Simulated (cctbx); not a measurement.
**Reading a Patterson map**

Space group P-62m (no. 189), a = 8.0070 Å, b = 8.0070 Å, c = 4.0650 Å, α = 90.00°, β = 90.00°, γ = 120.00°, content Bi2 Ho3 Fe1 Sc3.

Simulated single-crystal data (cctbx): synchrotron X-rays, λ = 0.6889 Å, to d = 0.7 Å, 50 % of the full sphere, strongest reflection 5000 counts, noise from counting, a 2 % proportional error and a noise floor of 15 counts (s.d.); no absorption.

Patterson synthesis, origin scaled to 1000:

```text
Patterson group P 6/m m m
      u       v       w   height  length (A)
  0.000   0.000   0.000   1000.0     0.00
  0.333   0.667   0.000    234.1     4.62
  0.103   0.436   0.000    192.4     3.16
  0.233   0.467   0.000    159.5     3.24
  0.333   0.667   0.500    117.3     5.05
  0.000   0.237   0.500     48.1     2.78
  0.065   0.336   0.500     40.8     3.20
  0.000   0.289   0.500     38.7     3.08
  0.205   0.410   0.500     32.3     3.50
  0.000   0.361   0.500     27.7     3.53
  0.000   0.117   0.102     18.4     1.03
  0.065   0.130   0.111     18.3     1.01
  0.000   0.000   0.243     16.2     0.99
  0.035   0.069   0.228     15.6     1.04
```

**Question.** Which atom pairs make the peaks, and where is the heaviest atom?

A peak at u stands for all pairs with xi − xj = u, with weight Σ ZiZj against Σ Z² = 29244 at the origin. Peak heights follow these weights only roughly, since form factors, motion and series ripples differ, all vectors within 0.55 Å of a peak are counted as merged into it though the farther ones add only part of their weight, and F(000) is left out, which lowers the whole map:

| u | v | w | shortest length (Å) | height | 1000 ΣZiZj/ΣZ² | pairs in the cell |
| --- | --- | --- | --- | --- | --- | --- |
| 0.333 | 0.667 | 0.000 | 4.62 | 234 | 236 | 1 × Bi–Bi |
| 0.103 | 0.436 | 0.000 | 3.16 | 192 | 190 | 1 × Bi–Ho |
| 0.233 | 0.467 | 0.000 | 3.24 | 160 | 154 | 1 × Ho–Ho |
| 0.333 | 0.667 | 0.500 | 5.05 | 117 | 148 | 2 × Bi–Fe |
| 0.000 | 0.237 | 0.500 | 2.78 | 48 | 60 | 1 × Ho–Fe |

The table stops at ten peaks or at a height of 45, below which ripples compete. In the model behind the data Bi, the heaviest element, has 1 independent site: (2/3, 1/3, 0), up to an allowed shift of origin; the Bi–Bi vectors are differences of these positions and their symmetry mates. The whole model:

```
atom  mult.    x       y    z  Ueq (Å²)
 Bi1      2  2/3     1/3    0    0.0065
 Ho1      3    0  0.2336    0    0.0051
 Fe1      1    0       0  1/2    0.0076
 Sc1      3    0  0.6029  1/2    0.0118
```

The model is made up (kin elements in a known structure type, no relaxation), so it says nothing on whether the phase exists.

[Logs are printed without paths, hosts, clocks, repeated set-up lines and the standing remarks that a program may print on its own settings, such as how far it seeks lower states.]
